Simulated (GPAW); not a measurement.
SiO2 (P4_2/mnm): refractive index against wavelength

The refractive index of SiO2 (P4_2/mnm) along x below the direct gap (5.66 eV on the mesh) is read from one computed spectrum, n = √(Re ε). x, y and z are the Cartesian axes of the input cell.

Symmetry: P4_2/mnm, No. 136, tetragonal system. The conventional cell has a = 4.177 Å, b = 4.177 Å, c = 2.665 Å, α = 90.00°, β = 90.00°, γ = 90.00°. Si on site a is surrounded by 6 O at 1.76 to 1.81 Å. Around O on site f lie 3 Si at 1.76 to 1.81 Å.

Method: GPAW 26.7.0, PBE, RPA, k-mesh 8×8×12, local fields up to 70 eV, Lorentzian half width 0.12 eV.

Launch of the response step: `OMP_NUM_THREADS=1 python df.py`. The run took 4.0 min, its band step included, on 1 thread of Arm Neoverse V1 (shared host).

```
wavelength (nm)  photon energy E (eV)       n
            700                 1.771  1.8012
            633                 1.959  1.8038
            532                 2.331  1.8097
            450                 2.755  1.8180
            405                 3.061  1.8250
            365                 3.397       ?
            308                 4.025  1.8542
```

In the single-oscillator model n² − 1 = E₀E_d/(E₀² − E²), so 1/(n² − 1) = E₀/E_d − E²/(E₀E_d) is linear in E².

Working, on the rows shown:

| x = E² (eV²) | y = 1/(n² − 1) |
| --- | --- |
| 3.13716 | 0.445569 |
| 3.83641 | 0.443716 |
| 5.43137 | 0.439558 |
| 7.59115 | 0.433816 |
| 9.37179 | 0.429069 |
| 16.2043 | 0.410163 |

Means: x̄ = 7.5954, ȳ = 0.43365. Σ(x − x̄)(y − ȳ) = -0.3141, Σ(x − x̄)² = 116. Slope = -0.3141 / 116 = -0.002709; intercept = ȳ − slope · x̄ = 0.45422. Turned back into n, the line misses the rows shown by at most 0.00035.

Fill in the last column of the withheld row.

At x = 11.538 the line gives y = 0.42297, that is 1.8342. The run gave 1.8339, so the interpolation is off by 0.00029, 0.5 % of the range in the table.

Refitted with all rows, the slope is -0.002704 and the intercept 0.45421. These give E₀ = √(intercept/−slope) = 12.96 eV and E_d = E₀/intercept = 28.5 eV; E₀ is 2.3 times the direct gap. The electronic limit at long wavelengths, without lattice vibrations, is n = √(1 + 1/intercept) = 1.789. Excitons are left out; PBE gaps are as a rule too small. The values come from a sum over the points of one k-mesh and carry its error, which grows as the direct gap shrinks. This version of GPAW has incomplete matrix elements in the optical limit, which can lower ε − 1 by up to a tenth where first-row anions or d states rule.

[Logs are printed without paths, hosts, clocks, repeated set-up lines and the standing remarks that a program may print on its own settings, such as how far it seeks lower states.]
